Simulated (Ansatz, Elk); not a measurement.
# Bonding as seen by X-rays: SrV

The structure of SrV used here is made up (a known structure type with other elements) and was relaxed beforehand with PBEsol. The aim is the Fourier transform of its all-electron density, F(hkl), set beside the sum over free spherical atoms that refinements use.

Method: DFT, PBE, all-electron APW+lo, Dirac cores, scalar-relativistic bands, static density, ferromagnetic start, in Elk 11.2.3 (patched build).

The structure was built from a prototype and need not be the compound's stable phase.

### Step 1. The structure

It takes space group Pm-3m (No. 221, cubic). Conventional cell: a = 3.923 Å, b = 3.923 Å, c = 3.923 Å, α = 90.00°, β = 90.00°, γ = 90.00°. Nearest to Sr lie 8 V at 3.40 Å. V has 8 Sr at 3.40 Å nearest. Farther neighbours are not listed.

### Step 2. Ground state and structure factors

An all-electron density is needed, since X-rays see the cores too. Task 0 finds the density and task 195 Fourier-transforms it; tshift is off so that phases refer to the origin typed.

elk.in

```
tasks
  0
  195
  196

xctype
  20

spinpol
  .true.

rgkmax
  7.0

gmaxvr
  14.0

lmaxo
  7

lmaxapw
  8

swidth
  0.002

tshift
  .false.

ramdisk
  .false.

hmaxvr
  5.5

maxscl
  120

epspot
  1e-06

reducebf
  0.8

sppath
  './'

avec
  7.41339558691 0.00000000000 0.00000000000
  0.00000000000 7.41339558691 0.00000000000
  0.00000000000 0.00000000000 7.41339558691

atoms
  2
  'Sr.in'
  1
  0.5000000000 0.5000000000 0.5000000000   0.000000 0.000000 0.000000
  'V.in'
  1
  0.0000000000 0.0000000000 0.0000000000   0.000000 0.000000 -0.170000

ngridk
  5 5 5
```

Started as:

```sh
$ OMP_NUM_THREADS=4 elk
```

Numbers of over 12 decimals in the logs are rounded to 6 here.

The program printed:

```text
┌─────────────────────────┐
│ Elk code version 11.2.3 │
└─────────────────────────┘

All units are atomic (Hartree, Bohr, etc.)

┌─────────────────────────────────────────────────┐
│ Ground-state run starting from atomic densities │
└─────────────────────────────────────────────────┘

Lattice vectors :
   7.413395587       0.000000000       0.000000000
   0.000000000       7.413395587       0.000000000
   0.000000000       0.000000000       7.413395587

Reciprocal lattice vectors :
  0.8475448576       0.000000000       0.000000000
   0.000000000      0.8475448576       0.000000000
   0.000000000       0.000000000      0.8475448576

Unit cell volume      :    407.4286130
Brillouin zone volume :   0.6088188348

Muffin-tin inner radius fraction :   0.1000000000E-01

Nuclei treated as point charges

Species : 1 (Sr)
 parameters loaded from : Sr.in
 name : strontium
 nuclear charge    :   -38.00000000
 electronic charge :    38.00000000
 atomic mass :    159721.4892
 muffin-tin radius :    2.600000000
 number of radial points in muffin-tin :   1193
 inner part over the whole radius :   0.9909106339E-02
 number on inner part of muffin-tin    :    847
 approximate nuclear radius :   0.8067967193E-04
 number of mesh points to nuclear radius :    415
 atomic positions (lattice), magnetic fields (Cartesian) :
  1 :   0.50000000  0.50000000  0.50000000    0.00000000  0.00000000  0.00000000

Species : 2 (V)
 parameters loaded from : V.in
 name : vanadium
 nuclear charge    :   -23.00000000
 electronic charge :    23.00000000
 atomic mass :    92860.67382
 muffin-tin radius :    2.400000000
 number of radial points in muffin-tin :    993
 inner part over the whole radius :   0.9920165687E-02
 number on inner part of muffin-tin    :    699
 approximate nuclear radius :   0.6897515165E-04
 number of mesh points to nuclear radius :    327
 atomic positions (lattice), magnetic fields (Cartesian) :
  1 :   0.00000000  0.00000000  0.00000000    0.00000000  0.00000000 -0.17000000

Total number of atoms per unit cell :    2
Total muffin-tin volume :    131.5280124
 ratio of muffin-tin to unit cell volume :   0.3228246820

Spin treatment :
 spin-polarised
 global magnetic field (Cartesian) :    0.000000000       0.000000000       0.000000000
 collinear magnetisation in z-direction

Number of Bravais lattice symmetries :   48
Number of crystal symmetries         :   48
Crystal has inversion symmetry
Real symmetric eigensolver will be used

k-point grid :      5     5     5
k-point offset :    0.000000000       0.000000000       0.000000000
k-point set is reduced with full crystal symmetry group
Total number of k-points :       10

Muffin-tin radius times maximum |G+k| :    7.000000000
 using average radius
Maximum |G+k| for APW functions       :    2.800000000
Maximum (1/2)|G+k|²                   :    3.920000000
Maximum |G| for potential and density :    14.00000000
Constant for pseudocharge density :    9
 order of it for each species :   16  16
 order of it for pair densities of each species (exact exchange by exxq0 0: 17) :   11   9
Radial integration step length :    1

G-vector grid sizes :     35    35    35
Number of G-vectors :    18853

Maximum angular momentum used for
 APW functions            :    8
 outer part of muffin-tin :    7
 inner part of muffin-tin :    2

Total nuclear charge    :   -61.00000000
Total core charge       :    38.00000000
Total valence charge    :    23.00000000
Total excess charge     :    0.000000000
Total electronic charge :    61.00000000

Effective Wigner radius, rₛ :    1.168273055

Number of empty states         :     24
Total number of valence states :     72
Total number of core states    :     38

Third-order local-orbitals added for an l without core states : T
Total number of local-orbitals :     26

Exchange-correlation functional :     20     0     0
 Perdew-Burke-Ernzerhof, Phys. Rev. Lett. 77, 3865 (1996)
 gradient requirement :    1
 generalised gradient approximation (GGA)

Smearing type :    3
[...]
Moments :
 interstitial                :   0.6408261722
 muffin-tins
  species : 1 (Sr)
   atom 1                    :   0.6669370242E-01
  species : 2 (V)
   atom 1                    :    2.921233896
 total in muffin-tins        :    2.987927599
 total moment                :    3.628753771

RMS change in Kohn-Sham potential (target) :    3.653640483     (  0.1000000000E-05)
Absolute change in total energy (target)   :    1.131703787     (  0.1000000000E-03)

[... loops 3 to 25 left out ...]

┌──────────────────┐
│ Loop number : 26 │
└──────────────────┘

Energies :
 Fermi                       :     0.174898
 sum of occupied eigenvalues :     -2429.5361057492
 electron kinetic            :      4234.5000819214
 core electron kinetic       :      4104.3100108584
 Coulomb                     :     -8212.8723604065
 Coulomb potential           :     -6468.0042752102
 nuclear-nuclear             :     -472.10296014813
 electron-nuclear            :     -9023.0191771647
 Hartree                     :      1282.2497769063
 Madelung                    :     -4978.8702228015
 xc potential                :     -195.82665288322
 xc effective B-field        :    -0.205254
 external B-field            :      0.000000
 exchange                    :     -147.84280552556
 correlation                 :     -2.872455
 electron entropic           :    -0.10111474226296E-02
 total energy                :     -4129.0885501510
 (external B-field energy excluded from total)

Density of states at Fermi energy :    79.19239705
 (states/Hartree/unit cell)

Estimated indirect band gap :   0.1669835639E-02
 from k-point 5 to k-point 6
Estimated direct band gap   :   0.2112854208E-02
 at k-point 6

Charges :
 core                        :    38.00000000
 valence                     :    23.00000000
 interstitial                :    3.622182029
 muffin-tins (core leakage)
  species : 1 (Sr)
   atom 1                    :    36.02652120     (  0.2848957167E-04)
  species : 2 (V)
   atom 1                    :    21.35129677     ( -0.2221821802E-06)
 total in muffin-tins        :    57.37781797
 total calculated charge     :    60.99998565
 total charge                :    61.00000000
 error                       :   0.1434534167E-04

Moments :
 interstitial                :    1.519350263
 muffin-tins
  species : 1 (Sr)
   atom 1                    :   0.2117150267
  species : 2 (V)
   atom 1                    :    3.031105442
 total in muffin-tins        :    3.242820469
 total moment                :    4.762170732

RMS change in Kohn-Sham potential (target) :   0.2841726221E-06 (  0.1000000000E-05)
Absolute change in total energy (target)   :   0.3505655059E-04 (  0.1000000000E-03)

Convergence targets achieved

┌──────────────────┐
│ Loop number : 27 │
└──────────────────┘

Energies :
 Fermi                       :     0.174899
 sum of occupied eigenvalues :     -2429.5361128875
 electron kinetic            :      4234.5000784306
 core electron kinetic       :      4104.3100093150
 Coulomb                     :     -8212.8723591012
 Coulomb potential           :     -6468.0042847931
 nuclear-nuclear             :     -472.10296014813
 electron-nuclear            :     -9023.0191643902
 Hartree                     :      1282.2497654371
 Madelung                    :     -4978.8702167047
 xc potential                :     -195.82664884155
 xc effective B-field        :    -0.205254
 external B-field            :      0.000000
 exchange                    :     -147.84280481100
 correlation                 :     -2.872455
 electron entropic           :    -0.10111403563513E-02
 total energy                :     -4129.0885515562
 (external B-field energy excluded from total)

Density of states at Fermi energy :    79.19181772
 (states/Hartree/unit cell)

Estimated indirect band gap :   0.1669743652E-02
 from k-point 5 to k-point 6
Estimated direct band gap   :   0.2112990477E-02
 at k-point 6

Charges :
 core                        :    38.00000000
 valence                     :    23.00000000
 interstitial                :    3.622183516
 muffin-tins (core leakage)
  species : 1 (Sr)
   atom 1                    :    36.02652149     (  0.2848957207E-04)
  species : 2 (V)
   atom 1                    :    21.35129499     ( -0.2221815816E-06)
 total in muffin-tins        :    57.37781648
 total calculated charge     :    60.99998565
 total charge                :    61.00000000
 error                       :   0.1434521570E-04

Moments :
 interstitial                :    1.519357408
 muffin-tins
  species : 1 (Sr)
   atom 1                    :   0.2117165366
  species : 2 (V)
   atom 1                    :    3.031102449
 total in muffin-tins        :    3.242818985
 total moment                :    4.762176394

┌──────────────────────────────┐
│ Self-consistent loop stopped │
└──────────────────────────────┘

Wrote STATE.OUT
```

Wall time 33 s (4 threads of Arm Neoverse V1, shared host); peak memory 0.2 GiB.

SFACRHO.OUT:

```text

h k l indices transformed by vhmat matrix:
   1.000000000       0.000000000       0.000000000    
   0.000000000       1.000000000       0.000000000    
   0.000000000       0.000000000       1.000000000    

      h      k      l  multipl.   |H|            Re(F)            Im(F)           |F|

      0      0      0      1   0.0000000       61.000000     -0.53155183E-17   61.000000    
     -1      0      0      6  0.84754486      -13.635797     -0.39302724E-14   13.635797    
      1     -1      0     12   1.1986094       48.499276     -0.11822739E-14   48.499276    
     -1     -1     -1      8   1.4679908      -12.832605     -0.10652068E-13   12.832605    
      0      0     -2      6   1.6950897       42.929136      0.68224978E-14   42.929136    
     -1     -2      0     24   1.8951679      -12.011948     -0.97625997E-14   12.011948    
      1     -2      1     24   2.0760524       39.120812     -0.97127263E-15   39.120812    
      0      2     -2     12   2.3972189       36.197029      0.18421938E-14   36.197029    
      0     -3      0      6   2.5426346      -11.164287     -0.83834203E-14   11.164287    
     -1      2     -2     24   2.5426346      -11.060973     -0.28282398E-14   11.060973    
      3      1      0     24   2.6801722       33.833965     -0.10923909E-13   33.833965    
      1     -3      1     24   2.8109883      -10.805420     -0.26584467E-14   10.805420    
     -2      2      2      8   2.9359815       32.090445     -0.52360581E-14   32.090445    
     -3      2      0     24   3.0558664      -10.511192      0.67517924E-14   10.511192    
     -3      1      2     48   3.1712225       30.506038     -0.15917617E-14   30.506038    
      0     -4      0      6   3.3901794       29.070540      0.96957091E-14   29.070540    
      2     -2     -3     24   3.4945170      -9.9469007     -0.70777504E-14   9.9469007    
      4     -1      0     24   3.4945170      -10.057429      0.71171336E-14   10.057429
```

Elk indexes on the primitive cell of elk.in and gives |H| = 4π sin θ/λ in inverse bohr. Below, one row stands for each form hkl of the conventional cell (m members, Friedel mates merged), F is for one primitive cell and the density is static (no thermal factor). Free-atom factors are Waasmaier and Kirfel's, and R is Σm||F|−|F'||/Σm|F|.

| hkl | m | sin θ/λ (Å⁻¹) | abs F, DFT | neutral atoms | diff. |
| --- | --- | --- | --- | --- | --- |
| 100 | 6 | 0.128 | 13.636 | 13.707 | -0.072 |
| 110 | 12 | 0.180 | 48.499 | 48.495 | +0.004 |
| 111 | 8 | 0.221 | 12.833 | 12.757 | +0.076 |
| 200 | 6 | 0.255 | 42.929 | 42.989 | -0.059 |
| 210 | 24 | 0.285 | 12.012 | 12.012 | +0.000 |
| 211 | 24 | 0.312 | 39.121 | 39.104 | +0.017 |
| 220 | 12 | 0.360 | 36.197 | 36.180 | +0.017 |
| 300 | 6 | 0.382 | 11.164 | 11.110 | +0.055 |
| 221 | 24 | 0.382 | 11.061 | 11.110 | -0.049 |
| 310 | 24 | 0.403 | 33.834 | 33.890 | -0.056 |
| 311 | 24 | 0.423 | 10.805 | 10.814 | -0.009 |
| 222 | 8 | 0.442 | 32.090 | 32.037 | +0.053 |
| 320 | 24 | 0.460 | 10.511 | 10.554 | -0.043 |
| 321 | 48 | 0.477 | 30.506 | 30.497 | +0.009 |
| 400 | 6 | 0.510 | 29.070 | 29.187 | -0.116 |
| 322 | 24 | 0.525 | 9.947 | 10.048 | -0.101 |
| 410 | 24 | 0.525 | 10.057 | 10.048 | +0.009 |
| 411 | 24 | 0.541 | 27.977 | 28.049 | -0.072 |
| 330 | 12 | 0.541 | 28.047 | 28.049 | -0.002 |
| 331 | 24 | 0.556 | 9.694 | 9.783 | -0.089 |
| 420 | 24 | 0.570 | 26.999 | 27.046 | -0.047 |
| 421 | 48 | 0.584 | 9.458 | 9.509 | -0.051 |

### Step 3. The magnetisation density

The same run holds the spin density, and task 196 transforms it. The order is that of the start, and no other was tried.

SFACMAG_1.OUT:

```text

h k l indices transformed by vhmat matrix:
   1.000000000       0.000000000       0.000000000    
   0.000000000       1.000000000       0.000000000    
   0.000000000       0.000000000       1.000000000    

      h      k      l  multipl.   |H|            Re(F)            Im(F)           |F|

      0      0      0      1   0.0000000       4.7621765     -0.19911652E-17   4.7621765    
     -1      0      0      6  0.84754486       2.4561545      0.17197242E-16   2.4561545    
      1     -1      0     12   1.1986094       1.7944432     -0.47931628E-17   1.7944432    
     -1     -1     -1      8   1.4679908       1.3539572     -0.12136802E-16   1.3539572    
      0      0     -2      6   1.6950897       1.1020006      0.15824176E-16   1.1020006    
     -1     -2      0     24   1.8951679      0.91103588     -0.20687622E-17  0.91103588    
      1     -2      1     24   2.0760524      0.82417520     -0.24229709E-17  0.82417520    
      0      2     -2     12   2.3972189      0.60001901     -0.85217433E-17  0.60001901    
      0     -3      0      6   2.5426346      0.40192349      0.22959412E-16  0.40192349    
     -1      2     -2     24   2.5426346      0.52561329      0.40832648E-17  0.52561329    
      3      1      0     24   2.6801722      0.37220008     -0.26749034E-17  0.37220008    
      1     -3      1     24   2.8109883      0.34274858     -0.55614497E-17  0.34274858    
     -2      2      2      8   2.9359815      0.37580253      0.23405643E-18  0.37580253    
     -3      2      0     24   3.0558664      0.27595627      0.64347623E-18  0.27595627    
     -3      1      2     48   3.1712225      0.25258346     -0.52248859E-18  0.25258346    
      0     -4      0      6   3.3901794      0.66502075E-01  0.75774544E-17  0.66502075E-01
```

The total moment is 4.76 μB a cell; sphere moments: Sr1 +0.21, V2 +3.03 μB. Polarised neutrons measure spin and orbital magnetisation together; without spin-orbit coupling the run gives the spin part:

| hkl | sin θ/λ (Å⁻¹) | abs F_M (μB) |
| --- | --- | --- |
| 100 | 0.128 | 2.456 |
| 110 | 0.180 | 1.794 |
| 111 | 0.221 | 1.354 |
| 200 | 0.255 | 1.102 |
| 210 | 0.285 | 0.911 |
| 211 | 0.312 | 0.824 |
| 220 | 0.360 | 0.600 |
| 300 | 0.382 | 0.402 |
| 221 | 0.382 | 0.526 |
| 310 | 0.403 | 0.372 |
| 311 | 0.423 | 0.343 |
| 222 | 0.442 | 0.376 |
| 320 | 0.460 | 0.276 |
| 321 | 0.477 | 0.253 |

### Step 4. The highest occupied states alone

An energy window below the Fermi level keeps the highest occupied states, to see at which angles they scatter; shallow core shells can lie inside it and anion s states outside. No new self-consistency is needed.

elk.in, as its differences from that of step 2:

```diff
@@ -1,5 +1,3 @@
 tasks
-  0
   195
-  196
 
@@ -44,2 +42,5 @@
 
+wsfac
+  -0.376340 0.474900
+
 sppath
```

Started as:

```sh
$ OMP_NUM_THREADS=4 elk
```

The program printed:

```text
┌─────────────────────────────────┐
│ Elk code version 11.2.3 started │
└─────────────────────────────────┘

Info(readinput): the functional depends on the density's gradient
 muffin-tin radial points multiplied by    2.00000
 (not where nrmtscf is given)

┌────────────────────┐
│ Current task : 195 │
└────────────────────┘

Info(sfacrho): density structure factors written to SFACRHO.OUT

 Energy window :  -0.3763400000      0.4749000000

┌──────────────────┐
│ Elk code stopped │
└──────────────────┘
```

Wall time 5.5 s (4 threads); peak memory 0.16 GiB; 6.5 s of CPU time.

States within 15 eV below the Fermi level hold 7.00 electrons; any levels below the window count with the cores. Their amplitudes can exceed the total, where window and core parts have opposite phase:

| hkl | sin θ/λ (Å⁻¹) | abs F, window | abs F, all |
| --- | --- | --- | --- |
| 100 | 0.128 | 2.622 | 13.636 |
| 110 | 0.180 | 1.802 | 48.499 |
| 111 | 0.221 | 1.276 | 12.833 |
| 200 | 0.255 | 1.156 | 42.929 |
| 210 | 0.285 | 0.880 | 12.012 |
| 211 | 0.312 | 0.892 | 39.121 |
| 220 | 0.360 | 0.659 | 36.197 |
| 300 | 0.382 | 0.427 | 11.164 |
| 221 | 0.382 | 0.533 | 11.061 |
| 310 | 0.403 | 0.423 | 33.834 |

(Part 1 of 2 ends here.)

[Logs are printed without paths, hosts, clocks, repeated set-up lines and the standing remarks that a program may print on its own settings, such as how far it seeks lower states.]

[Hosts, paths, dates, database ids (printed as entryN), source tags and the programs' standing remarks are cut or masked in the printed files.]
